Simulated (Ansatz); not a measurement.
Rows from a G0W0 calculation on LiMg3O3F (P4/mmm) (Ansatz 0.2.0; G0W0 on LDA, plane waves, PAW; PAW set soft_1; 6×6×2 mesh, 183 empty bands, screening to 110 eV, PAW set soft_1 files), in eV. Spin-orbit coupling is left out.

The structure was built from a prototype and need not be the compound's stable phase.

```
row  k  band   start       Σx  Σc at the solution      Vxc
  A  Γ    c1  12.368   -9.976              -3.747  -15.244
  B  Γ    c2  15.252  -11.170              -4.005  -17.108
  C  Γ    v1   7.038  -26.513               4.282  -21.071
```

Q: Give the quasiparticle energies and the shift of each level.

The quasiparticle equation reads E = start + Σx + Σc(E) − Vxc.

```
row  E (eV)  shift (eV)
  A  13.889      +1.521
  B  17.184      +1.933
  C   5.877      −1.161
```

Limits: not at the basis limit; coarse k mesh.

[Paths, hosts, dates, memory and timing lines, banners, echoed tables and standing remarks are left out of the program output.]

[Logs are printed without paths, hosts, clocks, repeated set-up lines and the standing remarks that a program may print on its own settings, such as how far it seeks lower states.]

[Runs of the session that timed out or met a known fault of the program may be left out.]

[Cells called generated may have been cut or substituted from an entry of the Crystallography Open Database or the Materials Project.]

[Hosts, paths, dates, database ids (printed as entryN), source tags and the programs' standing remarks are cut or masked in the printed files.]
